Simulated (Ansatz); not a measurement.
**Li (Im-3m): Drude plasma energy against volume**

The cell of Li (Im-3m) is scaled evenly and the response computed anew at each volume, on one mesh.

Symmetry: Im-3m, No. 229, cubic system. The conventional cell has a = 3.509 Å, b = 3.509 Å, c = 3.509 Å, α = 90.00°, β = 90.00°, γ = 90.00°. Li on site a is surrounded by 8 Li at 3.04 Å.

Method: Ansatz 0.2.0, r2SCAN, independent particles, k-mesh 16×16×16 with interpolation inside its cells, Gaussian parameter 0.1 eV.

Launch of the response step: `ansatz run input.yaml --threads 4 --pin off --max-ram 8192MiB --backend cpu --events-out ev --progress --plain --runs-dir out`. The series took 63 s in all, on 4 threads of Intel(R) Xeon(R) Processor @ 2.50GHz (Skylake/Cascade Lake) (shared host).

```tsv
V/V₀	V (Å³, primitive cell)	Drude plasma energy (eV)
0.94	20.31	7.0393
0.96	20.74	6.9899
0.98	21.18	6.9417
1.00	21.61	6.8944
1.02	22.04	6.8482
1.04	22.47	6.8030
1.06	22.91	?
```

For small changes the quantity should be close to linear in ln V.

Working, on the rows shown:

| x = ln(V/V₀) | y = Drude plasma energy |
| --- | --- |
| -0.0618754 | 7.0393 |
| -0.040822 | 6.9899 |
| -0.0202027 | 6.9417 |
| 0 | 6.8944 |
| 0.0198026 | 6.8482 |
| 0.0392207 | 6.803 |

Means: x̄ = -0.010646, ȳ = 6.9194. Σ(x − x̄)(y − ȳ) = -0.01672, Σ(x − x̄)² = 0.007154. Slope = -0.01672 / 0.007154 = -2.338; intercept = ȳ − slope · x̄ = 6.8945. The line misses the rows shown by at most 0.00015 eV.

**Question.** What does the fit predict for the withheld row, and how well does it do?

**Answer.** At x = 0.058269 the line gives y = 6.7583 eV. The run gave 6.7587 eV, so the extrapolation is off by 0.00037 eV, 0.1 % of the range in the table.

Between the rows on either side of x = 0 the slope is (6.8482 − 6.9417) / (0.019803 − (-0.020203)) = -2.337. So d ln ωp/d ln V = -0.34; free electrons would give −0.50. The values come from a sum over the points of one k-mesh and carry its error, which is largest for Fermi-surface quantities.

[Logs are printed without paths, hosts, clocks, repeated set-up lines and the standing remarks that a program may print on its own settings, such as how far it seeks lower states.]
